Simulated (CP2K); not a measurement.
Mercaptoacetaldehyde has these distinct C atoms: C2 (bonded to C, O and H) and C3 (bonded to C, S and 2 H).

```xyz
8

O    -2.0507    0.1372   -0.6550
C    -1.0816   -0.0513    0.0608
C     0.2993    0.5014   -0.2160
S     1.4657   -0.8895   -0.4667
H    -1.1580   -0.6901    0.9757
H     0.6494    1.1367    0.6092
H     0.2927    1.0835   -1.1449
H     1.5830   -1.2278    0.8369
```

Their partial C K spectra (CP2K XAS_TDP, all-electron GAPW, PBEh(45%), aug-cc-pVDZ, TDA, GW2X-corrected core level, no relativity) are given in random order, each times the number of alike atoms.

Gaussian full width 0.5 eV, oscillator strength per eV, alike atoms added, rows of zeros left out:

```csv
E (eV),curve 1,curve 2
288.00,0.000,0.012
288.25,0.000,0.075
288.50,0.001,0.124
288.75,0.013,0.052
289.00,0.033,0.006
289.25,0.021,0.000
289.50,0.004,0.000
289.75,0.004,0.000
290.00,0.024,0.000
290.25,0.042,0.000
290.50,0.035,0.000
290.75,0.035,0.000
291.00,0.018,0.000
291.25,0.017,0.000
291.50,0.044,0.000
291.75,0.040,0.000
292.00,0.016,0.000
292.25,0.008,0.000
292.50,0.010,0.000
292.75,0.010,0.000
293.00,0.011,0.005
293.25,0.009,0.020
293.50,0.013,0.020
293.75,0.022,0.006
294.00,0.034,0.006
294.25,0.030,0.011
294.50,0.020,0.009
294.75,0.015,0.004
295.00,0.010,0.005
295.25,0.014,0.008
295.50,0.012,0.016
295.75,0.010,0.015
296.00,0.012,0.012
296.25,0.008,0.020
296.50,0.004,0.026
296.75,0.003,0.024
297.00,0.004,0.014
297.25,0.007,0.009
297.50,0.009,0.011
297.75,0.008,0.007
298.00,0.010,0.004
298.25,0.021,0.011
298.50,0.023,0.028
298.75,0.013,0.030
299.00,0.011,0.019
299.25,0.008,0.020
299.50,0.010,0.010
```

**Question.** Which curve belongs to which atom?

Curve 1: C3 (bonded to C, S and 2 H), leading line at 289.05 eV (f = 0.018 an atom), ionisation energy 293.33 eV, term value 4.28 eV. Curve 2: C2 (bonded to C, O and H), leading line at 288.47 eV (f = 0.067 an atom), ionisation energy 295.78 eV, term value 7.31 eV. The leading line of an atom is its first one with 35 % of the strongest within 2.5 eV of its lowest line over the strength cut. A line lies at the core ionisation energy, which rises as an atom loses charge to its neighbours or to a π system, less the term value, which is large for a low π* or σ* orbital with weight on that atom.

[Banner, clock and machine lines of the logs are left out without a mark of their own.]

[Logs are printed without paths, hosts, clocks, repeated set-up lines and the standing remarks that a program may print on its own settings, such as how far it seeks lower states.]

[Hosts, paths, dates, database ids (printed as entryN), source tags and the programs' standing remarks are cut or masked in the printed files.]
